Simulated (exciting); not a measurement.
# O K-edge absorption of BaSO4, all-electron BSE

Wanted: the near-edge spectrum and the bound core excitons at the O K edge of BaSO4.

Main program and level: exciting sodium; X-ray absorption, core-level Bethe-Salpeter equation, exchange and statically screened direct term, Tamm-Dancoff, all-electron LAPW+lo LDA.

This is a report of a sequence of runs, with most program output left out.

### Step 1. The starting structure

It takes space group F-43m (No. 216, cubic). The conventional cell has a = 7.398 Å, b = 7.398 Å, c = 7.398 Å, α = 90.00°, β = 90.00°, γ = 90.00°. Ba has 12 O at 3.09 Å nearest. Nearest to S lie 4 O at 1.49 Å. Nearest to O lie 1 S at 1.49 Å and 3 Ba at 3.09 Å. Farther neighbours and most contacts between anions are not listed.

Structure file:

```
Ba S O
1.0
     0.00000    3.69878    3.69878
     3.69878    0.00000    3.69878
     3.69878    3.69878    0.00000
Ba S O
1 1 4
Cartesian
  3.6988 3.6988 3.6988
  0.0000 0.0000 0.0000
  6.5366 6.5366 6.5366
  6.5366 4.5598 4.5598
  4.5598 4.5598 6.5366
  4.5598 6.5366 4.5598
```

Differences between curves are given as r.m.s. difference over r.m.s. height.

### Step 2. The self-consistent potential

The species files are the program's own, with muffin-tin radii set in the input.

File input.xml:

```
<input>
  <title>BaSO4</title>
  <structure speciespath="." autormt="false" epslat="1.0e-5">
    <crystal>
      <basevect>0.0000000000 6.9896811940 6.9896811940</basevect>
      <basevect>6.9896811940 0.0000000000 6.9896811940</basevect>
      <basevect>6.9896811940 6.9896811940 0.0000000000</basevect>
    </crystal>
    <species speciesfile="Ba.xml" rmt="2.074">
      <atom coord="0.5000000000 0.5000000000 0.5000000000"/>
    </species>
    <species speciesfile="S.xml" rmt="1.367">
      <atom coord="0.0000000000 0.0000000000 0.0000000000"/>
    </species>
    <species speciesfile="O.xml" rmt="1.367">
      <atom coord="0.8836120000 0.8836120000 0.8836120000"/>
      <atom coord="0.3491640000 0.8836120000 0.8836120000"/>
      <atom coord="0.8836120000 0.8836120000 0.3491640000"/>
      <atom coord="0.8836120000 0.3491640000 0.8836120000"/>
    </species>
  </structure>
  <groundstate do="fromscratch" xctype="LDA_PW" ngridk="3 3 3" rgkmax="7" gmaxvr="14" nempty="8" swidth="0.001" maxscl="100" epsengy="1e-5"/>
</input>
```

The run is started by

```sh
> OMP_NUM_THREADS=1 mpirun -n 4 exciting
```

The job ended after 3 min (4 MPI ranks of Arm Neoverse V2, shared host).

The mesh shows a gap of 4.17 eV. Core levels (Dirac, from the valence top):

```tsv
atom	level	energy (eV)
O	1s1/2	-500.4
```

### Step 3. A richer basis for the empty states

Each species file gets more local orbitals, built from u and its energy derivative at 0.15 Ha and u at 0.9 Ha.

input.xml is that of step 2.

File SPECIES.xml, added lines:

```
<lo l="L">  <!-- L = 0, 1, 2, and 3 from Cs on -->
  <wf matchingOrder="0" trialEnergy="0.1500" searchE="false"/>
  <wf matchingOrder="1" trialEnergy="0.1500" searchE="false"/>
  <wf matchingOrder="0" trialEnergy="0.9000" searchE="false"/>
</lo>
```

The run is started by

```sh
> OMP_NUM_THREADS=1 mpirun -n 4 exciting
```

Wall time 3.1 min (4 MPI ranks).

Against the first ground state the total energy moves by -17 meV an atom and the gap by -0.01 eV.

### Step 4. Screening, kernels and BSE for O atom 3

The absorber has 1 S at 1.49 Å (terminal, site symmetry 3m).

input.xml, as its differences from that of step 3:

```diff
@@ -21,3 +21,20 @@
   </structure>
-  <groundstate do="fromscratch" xctype="LDA_PW" ngridk="3 3 3" rgkmax="7" gmaxvr="14" nempty="8" swidth="0.001" maxscl="100" epsengy="1e-5"/>
+  <groundstate do="skip" xctype="LDA_PW" ngridk="3 3 3" rgkmax="7" gmaxvr="14" nempty="8" swidth="0.001" maxscl="100" epsengy="1e-5"/>
+  <xs xstype="BSE" ngridk="3 3 3" ngridq="3 3 3" vkloff="0.097 0.273 0.493" rgkmax="7" nempty="51" gqmax="3" lmaxapwwf="5" lmaxemat="2" broad="0.01654" tevout="true">
+    <energywindow intv="18.097 19.714" points="439"/>
+    <screening screentype="full" nempty="77"/>
+    <BSE xas="true" xasspecies="3" xasatom="1" xasedge="K" bsetype="singlet" nstlxas="1 47"/>
+    <qpointset>
+      <qpoint>0 0 0</qpoint>
+    </qpointset>
+    <plan>
+      <doonly task="xsgeneigvec"/>
+      <doonly task="writepmatxs"/>
+      <doonly task="scrgeneigvec"/>
+      <doonly task="scrwritepmat"/>
+      <doonly task="screen"/>
+      <doonly task="scrcoulint"/>
+      <doonly task="exccoulint"/>
+    </plan>
+  </xs>
 </input>
```

File input.xml for the last start (plan only):

```
  <plan>
    <doonly task="bse"/>
  </plan>
```

The run is started by

```sh
> OMP_NUM_THREADS=1 mpirun -n 4 exciting
> OMP_NUM_THREADS=4 exciting
```

It took 19 min on 4 MPI ranks.

Wall time by task: xsgeneigvec 60 s, writepmatxs 13 s, scrgeneigvec 59 s, scrwritepmat 8.2 s, screen 3 min, scrcoulint 5.5 min, exccoulint 7.8 min, bse 25 s.

The O K spectrum of O atom 3 (energy from the Kohn–Sham onset, core level to the lowest empty state found on the meshes used, 504.43 eV; the ground-state mesh sets it, and the shifted mesh has its lowest transition 0.29 eV above it; Im ε scaled to the maximum of the singlet run; cut below the end of the band set):

```tsv
E (eV)	Im ε
-4.5	0.02
-4.0	0.03
-3.5	0.04
-3.0	0.05
-2.5	0.08
-2.0	0.13
-1.5	0.28
-1.0	0.57
-0.5	0.72
0.0	0.85
0.5	0.93
1.0	0.87
1.5	0.57
2.0	0.42
2.5	0.25
3.0	0.19
3.5	0.19
4.0	0.17
4.5	0.12
5.0	0.10
5.5	0.09
6.0	0.10
6.5	0.12
7.0	0.13
7.5	0.12
8.0	0.15
8.5	0.25
9.0	0.24
9.5	0.20
10.0	0.19
10.5	0.18
11.0	0.16
11.5	0.15
12.0	0.13
12.5	0.12
13.0	0.10
13.5	0.10
14.0	0.12
14.5	0.14
15.0	0.12
15.5	0.12
16.0	0.13
16.5	0.12
17.0	0.10
17.5	0.10
18.0	0.09
18.5	0.08
19.0	0.07
19.5	0.07
```

Maxima (height): 0.7 eV (1.00) and 8.7 eV (0.28).

The Hamiltonian has 2538 rows. The lowest groups of eigenvalues and the brightest ones, on the scale above (the program counts from the shifted mesh's onset, 0.29 eV higher). Core spinors bring spin-forbidden partners, so dark means forbidden by spin or by symmetry, and the shifted mesh splits states that symmetry would keep together:

```tsv
energy (eV)	states within 10 meV	relative strength
-1.232	1	dark
-1.214	1	0.49
-0.858	1	dark
-0.843	2	0.81
-0.820	1	0.84
-0.515	2	0.28
-0.001	1	0.45
0.657	3	0.85
0.672	1	0.56
0.690	1	1.00
```

### Step 5. Independent particles

input.xml, as its differences from that of step 4:

```diff
@@ -25,3 +25,3 @@
     <screening screentype="full" nempty="77"/>
-    <BSE xas="true" xasspecies="3" xasatom="1" xasedge="K" bsetype="singlet" nstlxas="1 47"/>
+    <BSE xas="true" xasspecies="3" xasatom="1" xasedge="K" bsetype="IP" nstlxas="1 47"/>
     <qpointset>
@@ -30,9 +30,3 @@
     <plan>
-      <doonly task="xsgeneigvec"/>
-      <doonly task="writepmatxs"/>
-      <doonly task="scrgeneigvec"/>
-      <doonly task="scrwritepmat"/>
-      <doonly task="screen"/>
-      <doonly task="scrcoulint"/>
-      <doonly task="exccoulint"/>
+      <doonly task="bse"/>
     </plan>
```

The run is started by

```sh
> OMP_NUM_THREADS=4 exciting
```

The job ended after 3 s (4 threads).

Maxima (height): 5.2 eV (0.75), 5.9 eV (0.78), 12.3 eV (0.29), 15.9 eV (0.18) and 17.7 eV (0.22). Against the singlet run the r.m.s. difference is 105 %. Moving the earlier curve by +5.0 eV leaves 31 %. The highest maximum lies at 5.9 eV (0.78), against 0.7 eV (1.00).

### Step 6. Exchange alone

input.xml, as its differences from that of step 5:

```diff
@@ -25,3 +25,3 @@
     <screening screentype="full" nempty="77"/>
-    <BSE xas="true" xasspecies="3" xasatom="1" xasedge="K" bsetype="IP" nstlxas="1 47"/>
+    <BSE xas="true" xasspecies="3" xasatom="1" xasedge="K" bsetype="RPA" nstlxas="1 47"/>
     <qpointset>
```

The run is started by

```sh
> OMP_NUM_THREADS=4 exciting
```

It took 12 s on 4 threads.

Maxima (height): 6.0 eV (0.80), 12.3 eV (0.29), 15.9 eV (0.19) and 17.7 eV (0.22). The spectrum differs from the independent-particle run by 5 % r.m.s.

### Step 7. Direct term alone

input.xml, as its differences from that of step 6:

```diff
@@ -25,3 +25,3 @@
     <screening screentype="full" nempty="77"/>
-    <BSE xas="true" xasspecies="3" xasatom="1" xasedge="K" bsetype="RPA" nstlxas="1 47"/>
+    <BSE xas="true" xasspecies="3" xasatom="1" xasedge="K" bsetype="triplet" nstlxas="1 47"/>
     <qpointset>
```

The run is started by

```sh
> OMP_NUM_THREADS=4 exciting
```

Wall time 10 s (4 threads).

Maxima (height): -0.2 eV (0.88), 0.6 eV (0.98) and 8.7 eV (0.27). Against the singlet run the r.m.s. difference is 7 %.

### Step 8. Another input

In this try the input is made faulty on purpose, to show what that does.

input.xml, as its differences from that of step 7:

```diff
@@ -24,4 +24,4 @@
     <energywindow intv="18.097 19.714" points="439"/>
-    <screening screentype="full" nempty="77"/>
-    <BSE xas="true" xasspecies="3" xasatom="1" xasedge="K" bsetype="triplet" nstlxas="1 47"/>
+    <screening screentype="full" nempty="8"/>
+    <BSE xas="true" xasspecies="3" xasatom="1" xasedge="K" bsetype="singlet" nstlxas="1 47"/>
     <qpointset>
@@ -30,3 +30,6 @@
     <plan>
-      <doonly task="bse"/>
+      <doonly task="scrgeneigvec"/>
+      <doonly task="scrwritepmat"/>
+      <doonly task="screen"/>
+      <doonly task="scrcoulint"/>
     </plan>
```

File input.xml for the last start (plan only):

```
  <plan>
    <doonly task="bse"/>
  </plan>
```

The run is started by

```sh
> OMP_NUM_THREADS=1 mpirun -n 4 exciting
> OMP_NUM_THREADS=4 exciting
```

The job ended after 7.9 min (4 MPI ranks).

Wall time by task: scrgeneigvec 46 s, scrwritepmat 5.2 s, screen 38 s, scrcoulint 5.7 min, bse 41 s.

The input has a fault: far too few empty states in the screening. Against the singlet run the r.m.s. difference is 95 %. Moving the earlier curve by -2.1 eV leaves 26 %. The highest maximum lies at -1.7 eV (1.30), against 0.7 eV (1.00). The first bright state moves from -1.21 to -2.58 eV. Too few states underscreen, so the attraction is too strong.

```tsv
E (eV)	first run	this run
-6.0	0.01	0.03
-5.0	0.02	0.05
-4.0	0.03	0.12
-3.0	0.05	0.55
-2.0	0.13	1.04
-1.0	0.57	0.65
0.0	0.85	0.54
1.0	0.87	0.22
2.0	0.42	0.13
3.0	0.19	0.12
4.0	0.17	0.09
5.0	0.10	0.07
6.0	0.10	0.10
7.0	0.13	0.11
8.0	0.15	0.22
9.0	0.24	0.15
10.0	0.19	0.14
11.0	0.16	0.11
12.0	0.13	0.09
13.0	0.10	0.08
14.0	0.12	0.11
15.0	0.12	0.10
16.0	0.13	0.09
17.0	0.10	0.07
18.0	0.09	0.06
19.0	0.07	0.05
```

### Step 9. A changed run

input.xml, as its differences from that of step 8:

```diff
@@ -22,5 +22,5 @@
   <groundstate do="skip" xctype="LDA_PW" ngridk="3 3 3" rgkmax="7" gmaxvr="14" nempty="8" swidth="0.001" maxscl="100" epsengy="1e-5"/>
-  <xs xstype="BSE" ngridk="3 3 3" ngridq="3 3 3" vkloff="0.097 0.273 0.493" rgkmax="7" nempty="51" gqmax="3" lmaxapwwf="5" lmaxemat="2" broad="0.01654" tevout="true">
+  <xs xstype="BSE" ngridk="2 2 2" ngridq="2 2 2" vkloff="0 0 0" rgkmax="7" nempty="51" gqmax="3" lmaxapwwf="5" lmaxemat="2" broad="0.01654" tevout="true">
     <energywindow intv="18.097 19.714" points="439"/>
-    <screening screentype="full" nempty="8"/>
+    <screening screentype="full" nempty="77"/>
     <BSE xas="true" xasspecies="3" xasatom="1" xasedge="K" bsetype="singlet" nstlxas="1 47"/>
@@ -30,2 +30,4 @@
     <plan>
+      <doonly task="xsgeneigvec"/>
+      <doonly task="writepmatxs"/>
       <doonly task="scrgeneigvec"/>
@@ -34,2 +36,3 @@
       <doonly task="scrcoulint"/>
+      <doonly task="exccoulint"/>
     </plan>
```

File input.xml for the last start (plan only):

```
  <plan>
    <doonly task="bse"/>
  </plan>
```

The job ended after 4.6 min (4 MPI ranks).

Wall time by task: xsgeneigvec 28 s, writepmatxs 5.5 s, scrgeneigvec 15 s, scrwritepmat 4.9 s, screen 30 s, scrcoulint 36 s, exccoulint 2.4 min, bse 6.2 s.

The input has a fault: a coarse mesh through the zone centre samples only symmetric points. In all it changes the k mesh from 3×3×3 to 2×2×2 and mesh offset from shifted to 0 0 0. The spectrum differs from the singlet run by 11 % r.m.s. The highest maximum lies at 0.8 eV (1.04), against 0.7 eV (1.00). The first bright state moves from -1.21 to -1.58 eV. The lowest bare transition of this run lies at 0.00 eV, against 0.29. A coarse mesh samples few band energies, and it inflates the long-range part of the attraction. Symmetric points repeat the same band energies.

```tsv
E (eV)	first run	this run
-4.0	0.03	0.03
-3.0	0.05	0.05
-2.0	0.13	0.12
-1.0	0.57	0.47
0.0	0.85	0.77
1.0	0.87	0.96
2.0	0.42	0.40
3.0	0.19	0.28
4.0	0.17	0.17
5.0	0.10	0.08
6.0	0.10	0.09
7.0	0.13	0.11
8.0	0.15	0.16
9.0	0.24	0.25
10.0	0.19	0.22
11.0	0.16	0.17
12.0	0.13	0.14
13.0	0.10	0.08
14.0	0.12	0.13
15.0	0.12	0.11
16.0	0.13	0.10
17.0	0.10	0.15
18.0	0.09	0.06
19.0	0.07	0.08
```

### Step 10. The levels of theory side by side

```tsv
level	curve passes 0.15 (eV)	highest maximum (eV)	its height
IP	2.3	5.9	0.78
RPA	2.4	6.0	0.80
direct only	-2.0	0.6	0.98
singlet	-1.9	0.7	1.00
```

```tsv
E (eV)	IP	RPA	direct only	singlet
-5.0	0.01	0.01	0.02	0.02
-4.0	0.01	0.01	0.03	0.03
-3.0	0.01	0.01	0.06	0.05
-2.0	0.01	0.01	0.15	0.13
-1.0	0.02	0.02	0.65	0.57
0.0	0.03	0.03	0.87	0.85
1.0	0.09	0.09	0.81	0.87
2.0	0.11	0.10	0.39	0.42
3.0	0.21	0.19	0.18	0.19
4.0	0.30	0.27	0.16	0.17
5.0	0.72	0.67	0.10	0.10
6.0	0.76	0.78	0.10	0.10
7.0	0.24	0.25	0.13	0.13
8.0	0.20	0.20	0.15	0.15
9.0	0.13	0.14	0.24	0.24
10.0	0.11	0.11	0.18	0.19
11.0	0.22	0.21	0.16	0.16
12.0	0.28	0.28	0.13	0.13
13.0	0.28	0.28	0.10	0.10
14.0	0.21	0.21	0.12	0.12
15.0	0.16	0.17	0.12	0.12
16.0	0.18	0.18	0.13	0.13
17.0	0.17	0.18	0.10	0.10
18.0	0.20	0.20	0.09	0.09
19.0	0.18	0.18	0.07	0.07
```

### Step 11. Outcome

- absorber and edge: O K, atom 3
- surroundings: 1 S at 1.49 Å (terminal, site symmetry 3m)
- first bright state: -1.21 eV from the Kohn–Sham onset, on this mesh
- highest maximum: 0.7 eV
- cost of the BSE run: 19 min on 4 MPI ranks of Arm Neoverse V2, shared host; the last task ran on as many threads

**Reading.** Is a core exciton bound? Yes on this mesh: the first bright state (over 5 % of the brightest) lies at -1.21 eV from the Kohn–Sham onset and at -1.50 eV from the lowest bare transition of its own mesh. Exchange alone changes the independent-particle spectrum by 5 % r.m.s. Leaving exchange out of the full kernel changes the spectrum by 7 % r.m.s. Binding energies aren't converged on 27 k points, and fine structure above the first lines is partly noise of the mesh. The kernel cutoff is low for a compact core orbital, so the effect of exchange is a lower bound. The zero comes from the unshifted 3×3×3 ground-state mesh; it is exact only where the band minimum lies on that mesh. The Kohn–Sham onset, 504 eV, is no photon energy: the scale needs a rigid shift. Bands and screening come from semilocal DFT, whose small gap overscreens. Vibrations and energy-dependent lifetimes are left out. The structure is a Materials Project entry, computed there, and may be a hypothetical form.

[Logs are printed without paths, hosts, clocks, repeated set-up lines and the standing remarks that a program may print on its own settings, such as how far it seeks lower states.]

[Hosts, paths, dates, database ids (printed as entryN), source tags and the programs' standing remarks are cut or masked in the printed files.]
